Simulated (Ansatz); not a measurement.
Planning a run of Ansatz 0.2.0 on LiPS3 (C2/m). The input:

```yaml
crystal:
  lattice:
    - [5.5578, -3.5035, 0.0]
    - [5.5578, 3.5035, 0.0]
    - [-3.7957895619, 0.0, 5.3074392707]
  atoms:
    - { symbol: Li, position: [0.7591184309, 0.2408815691, 0.0] }
    - { symbol: Li, position: [0.2408815691, 0.7591184309, 0.0] }
    - { symbol: P, position: [0.1535229576, 0.1535229576, 0.5780140654] }
    - { symbol: P, position: [0.8464770424, 0.8464770424, 0.4219859346] }
    - { symbol: S, position: [0.2240344925, 0.7759655075, 0.5] }
    - { symbol: S, position: [0.7759655075, 0.2240344925, 0.5] }
    - { symbol: S, position: [0.197106774, 0.197106774, 0.3187113102] }
    - { symbol: S, position: [0.802893226, 0.802893226, 0.6812886898] }
    - { symbol: S, position: [0.3227742362, 0.3227742362, 0.940813349] }
    - { symbol: S, position: [0.6772257638, 0.6772257638, 0.059186651] }
kpoints:
  mp_grid: { grid: [2, 2, 2] }
hamiltonian:
  xc:
    exchange: pbe
    correlation: pbe
    exx: { coeff: 0.6, omega: 0.2078 }
  pseudopotentials: { kind: paw, azcp: { folder: soft_1 } }
scf:
  occupations: { method: fixed }
gw:
  n_empty_bands: 862
  ecut_chi: 150.0
  qp_bands: [v3, c3]
  qp_kpoints: band_edges
  screening: { model: contour_deformation }
```

```sh
ansatz run input.yaml --threads 2 --pin off --max-ram 92160MiB --backend cuda --events-out ev --progress --plain --runs-dir out --devices 1 --max-vram 13GiB
```

Estimate wall time and host memory on 1 × NVIDIA H100 80GB HBM3 (shared by 6 runs) with 2 threads of AMD EPYC 7R13 (Zen 3), shared host.

It took 87 s; on shared hardware allow 44 s to 2.9 min. Peak host memory was 2.2 GiB. The sizes that set the cost: 3981 plane waves a state, 6 irreducible k points, 888 bands summed, 873 plane waves in the screening and 18 SCF cycles.

The screening grows as filled bands × empty bands × pairs of k points, times the square of the screening basis for the matrix.

[Paths, hosts, dates, memory and timing lines, banners, echoed tables and standing remarks are left out of the program output.]

[Logs are printed without paths, hosts, clocks, repeated set-up lines and the standing remarks that a program may print on its own settings, such as how far it seeks lower states.]

[Runs of the session that timed out or met a known fault of the program may be left out.]

[Cells called generated may have been cut or substituted from an entry of the Crystallography Open Database or the Materials Project.]

[Hosts, paths, dates, database ids (printed as entryN), source tags and the programs' standing remarks are cut or masked in the printed files.]
